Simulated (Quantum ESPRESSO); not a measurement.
# Collinear magnetic orders of Mn3GaC with Quantum ESPRESSO

Aim: find out which collinear order of Mn3GaC costs least.

Main program and level: Quantum ESPRESSO 7.5; PBEsol; plane waves with GBRV 1.5 PBEsol potentials, no spin-orbit coupling.

Most raw output is cut from this account.

## 1. Starting point

It takes space group Pm-3m (No. 221, cubic). Conventional cell: a = 3.896 Å, b = 3.896 Å, c = 3.896 Å, α = 90.00°, β = 90.00°, γ = 90.00°. Nearest to Mn lie 2 C at 1.95 Å and 4 Ga at 2.75 Å and 8 Mn at 2.75 Å. Nearest to Ga lie 12 Mn at 2.75 Å. Nearest to C lie 6 Mn at 1.95 Å. Farther neighbours are not listed.

The cell comes from the Crystallography Open Database.

## 2. Run 1, typed as ferro +++

The signs are those of the starting moments on the seeded atoms, the atoms that are given a moment.

Contents of pw.in:

```
&CONTROL
  calculation = 'scf'
  prefix = 'pwscf'
  outdir = './tmp'
  pseudo_dir = './pseudo'
  disk_io = 'nowf'
/
&SYSTEM
  ibrav = 0
  celldm(1) = 8
  nat = 5
  ntyp = 3
  ecutwfc = 40
  ecutrho = 280
  nbnd = 50
  occupations = 'smearing'
  smearing = 'fd'
  degauss = 0.0110248
  nspin = 2
  starting_magnetization(1) = 0.2333
  starting_magnetization(2) = 0
  starting_magnetization(3) = 0
/
&ELECTRONS
  conv_thr = 1d-08
  electron_maxstep = 150
  mixing_beta = 0.3
/
ATOMIC_SPECIES
Mn     54.9380 mn_pbesol_v1.5.uspp.F.UPF
Ga     69.7230 ga_pbesol_v1.4.uspp.F.UPF
C      12.0110 c_pbesol_v1.2.uspp.F.UPF
CELL_PARAMETERS alat
   0.9202966226928    0.0000000000000    0.0000000000000
   0.0000000000000    0.9202966226928    0.0000000000000
   0.0000000000000    0.0000000000000    0.9202966226928
ATOMIC_POSITIONS crystal
Mn      0.0000000000    0.5000000000    0.5000000000
Mn      0.5000000000    0.0000000000    0.5000000000
Mn      0.5000000000    0.5000000000    0.0000000000
Ga      0.0000000000    0.0000000000    0.0000000000
C       0.5000000000    0.5000000000    0.5000000000
K_POINTS automatic
10 10 10 0 0 0
```

The run is started by

```
$ OMP_NUM_THREADS=1 mpirun -n 4 pw.x -nk 4 -in pw.in > pw.out
```

Wall time 71 s (4 MPI ranks of Intel Xeon at 2.70GHz, shared host); peak memory 0.53 GiB.

Spin moment in the atom's sphere by atom:

```
atom  spin moment in the atom's sphere (μB)
 Mn1                                   1.68
 Mn2                                   1.68
 Mn3                                   1.68
 Ga4                                  -0.11
  C5                                  -0.15
```

Read from the output:

```yaml
smearing_term_ts: 0.3688 eV
magnetization: 5.467 μB
absolute_magnetization: 6.173 μB
final_state: ferromagnetic
```

## 3. Run 2 (antiferro q=(0,0,1/2) +−+−+−)

The cell is doubled to 10 atoms to hold this order. The wavevector q is in fractions of the reciprocal vectors of the crystal's primitive cell, as the cells of these inputs are built from it; moments change sign between cells as cos(2π q·R).

Contents of pw.in:

```
&CONTROL
  calculation = 'scf'
  prefix = 'pwscf'
  outdir = './tmp'
  pseudo_dir = './pseudo'
  disk_io = 'nowf'
/
&SYSTEM
  ibrav = 0
  celldm(1) = 8
  nat = 10
  ntyp = 4
  ecutwfc = 40
  ecutrho = 280
  nbnd = 84
  occupations = 'smearing'
  smearing = 'fd'
  degauss = 0.0110248
  nspin = 2
  starting_magnetization(1) = 0.2333
  starting_magnetization(2) = -0.2333
  starting_magnetization(3) = 0
  starting_magnetization(4) = 0
/
&ELECTRONS
  conv_thr = 2d-08
  electron_maxstep = 150
  mixing_beta = 0.3
/
ATOMIC_SPECIES
Mn1    54.9380 mn_pbesol_v1.5.uspp.F.UPF
Mn2    54.9380 mn_pbesol_v1.5.uspp.F.UPF
Ga     69.7230 ga_pbesol_v1.4.uspp.F.UPF
C      12.0110 c_pbesol_v1.2.uspp.F.UPF
CELL_PARAMETERS alat
   0.9202966226928    0.0000000000000    0.0000000000000
   0.0000000000000    0.9202966226928    0.0000000000000
   0.0000000000000    0.0000000000000    1.8405932453855
ATOMIC_POSITIONS crystal
Mn1     0.0000000000    0.5000000000    0.2500000000
Mn2     0.0000000000    0.5000000000    0.7500000000
Mn1     0.5000000000    0.0000000000    0.2500000000
Mn2     0.5000000000    0.0000000000    0.7500000000
Mn1     0.5000000000    0.5000000000    0.0000000000
Mn2     0.5000000000    0.5000000000    0.5000000000
Ga      0.0000000000    0.0000000000    0.0000000000
Ga      0.0000000000    0.0000000000    0.5000000000
C       0.5000000000    0.5000000000    0.2500000000
C       0.5000000000    0.5000000000    0.7500000000
K_POINTS automatic
10 10 5 0 0 0
```

Run time: 11 min. Hardware: 4 MPI ranks; peak memory 1.2 GiB; 44 min of CPU time.

Spin moment in the atom's sphere by atom:

```
atom  spin moment in the atom's sphere (μB)
 Mn1                                   1.71
 Mn2                                  -1.71
 Mn3                                   1.71
 Mn4                                  -1.71
 Mn5                                   1.79
 Mn6                                  -1.79
 Ga7                                  -0.03
 Ga8                                   0.03
  C9                                  -0.09
 C10                                   0.09
```

Read from the output:

```yaml
smearing_term_ts: 0.7387 eV
magnetization: 0 μB
absolute_magnetization: 12.71 μB
final_state: antiferromagnetic
```

## 4. Run 3 (antiferro q=(0,0,1/2) +−−++−)

This order needs a doubled cell of 10 atoms.

Changes to pw.in since step 3:

```diff
@@ -41,4 +41,4 @@
 Mn2     0.0000000000    0.5000000000    0.7500000000
-Mn1     0.5000000000    0.0000000000    0.2500000000
-Mn2     0.5000000000    0.0000000000    0.7500000000
+Mn2     0.5000000000    0.0000000000    0.2500000000
+Mn1     0.5000000000    0.0000000000    0.7500000000
 Mn1     0.5000000000    0.5000000000    0.0000000000
```

Elapsed: 9.2 min, on 4 MPI ranks; peak memory 1.2 GiB; 37 min of CPU time.

Spin moment in the atom's sphere by atom:

```csv
atom,spin moment in the atom's sphere (μB)
Mn1,1.91
Mn2,-1.91
Mn3,-1.91
Mn4,1.91
Mn5,1.38
Mn6,-1.38
Ga7,-0.03
Ga8,0.03
C9,0.00
C10,0.00
```

Numbers from this step:

```
smearing term TS       : 0.7220 eV
magnetization          : 0 μB
absolute magnetization : 12.59 μB
final state            : antiferromagnetic
```

## 5. Run 4 (antiferro q=(0,1/2,1/2) +−+−+−)

The cell is doubled to 10 atoms to hold this order.

Contents of pw.in:

```
&CONTROL
  calculation = 'scf'
  prefix = 'pwscf'
  outdir = './tmp'
  pseudo_dir = './pseudo'
  disk_io = 'nowf'
/
&SYSTEM
  ibrav = 0
  celldm(1) = 8
  nat = 10
  ntyp = 4
  ecutwfc = 40
  ecutrho = 280
  nbnd = 84
  occupations = 'smearing'
  smearing = 'fd'
  degauss = 0.0110248
  nspin = 2
  starting_magnetization(1) = 0.2333
  starting_magnetization(2) = -0.2333
  starting_magnetization(3) = 0
  starting_magnetization(4) = 0
/
&ELECTRONS
  conv_thr = 2d-08
  electron_maxstep = 150
  mixing_beta = 0.3
/
ATOMIC_SPECIES
Mn1    54.9380 mn_pbesol_v1.5.uspp.F.UPF
Mn2    54.9380 mn_pbesol_v1.5.uspp.F.UPF
Ga     69.7230 ga_pbesol_v1.4.uspp.F.UPF
C      12.0110 c_pbesol_v1.2.uspp.F.UPF
CELL_PARAMETERS alat
   0.9202966226928    0.0000000000000    0.0000000000000
   0.0000000000000    1.8405932453855    0.0000000000000
   0.0000000000000    0.9202966226928    0.9202966226928
ATOMIC_POSITIONS crystal
Mn1     0.0000000000    0.0000000000    0.5000000000
Mn2     0.0000000000    0.5000000000    0.5000000000
Mn1     0.5000000000    0.7500000000    0.5000000000
Mn2     0.5000000000    0.2500000000    0.5000000000
Mn1     0.5000000000    0.2500000000    0.0000000000
Mn2     0.5000000000    0.7500000000    0.0000000000
Ga      0.0000000000    0.0000000000    0.0000000000
Ga      0.0000000000    0.5000000000    0.0000000000
C       0.5000000000    0.0000000000    0.5000000000
C       0.5000000000    0.5000000000    0.5000000000
K_POINTS automatic
10 5 10 0 0 0
```

Elapsed: 16 min, on 4 MPI ranks; peak memory 1.6 GiB; 63 min of CPU time.

Numbers from this step:

- smearing term TS: 0.7104 eV
- magnetization: 0 μB
- absolute magnetization: 12.75 μB
- final state: antiferromagnetic
- largest moment: 2.052 μB

## 6. Energies of the orders

An order is kept where moments of 0.15 μB or more survive with the typed signs; meshes match where a doubled cell samples the same k points as the first cell.

Orders:

```
                         start        final state  typed order kept  energy over the lowest (meV a seeded atom)  largest site moment (μB)  net moment (μB a cell of the first run)  mesh matched  CPU time (s)
                     ferro +++      ferromagnetic               yes                                           0                     1.677                                    5.467           yes         280.3
  antiferro q=(0,0,1/2) +-+-+-  antiferromagnetic               yes                                        10.9                     1.788                                        0           yes          2653
  antiferro q=(0,0,1/2) +--++-  antiferromagnetic               yes                                       25.73                     1.905                                        0           yes          2209
antiferro q=(0,1/2,1/2) +-+-+-  antiferromagnetic               yes                                       10.38                     2.052                                        0           yes          3757
```

## 7. Results

```yaml
lowest_state_found: ferromagnetic (from ferro +++)
largest_site_moment: 1.68 μB
next_state_with_moments: antiferromagnetic, 10.4 meV a seeded atom higher
```

**Reading.** Only these 4 starts were compared; other wavevectors, canted and longer-period orders were not. Energies are free energies at an electronic temperature of 1740 K, which lowers moments and differences where the moments are itinerant.

[Logs and program files are shortened in this print: banners, set-up blocks, solver, clock and traceback lines can be left out without a mark of their own.]

[Logs are printed without paths, hosts, clocks, repeated set-up lines and the standing remarks that a program may print on its own settings, such as how far it seeks lower states.]

[Hosts, paths, dates, database ids (printed as entryN), source tags and the programs' standing remarks are cut or masked in the printed files.]

[Where a cell is said to come from a database of computed structures, the database is the Materials Project.]
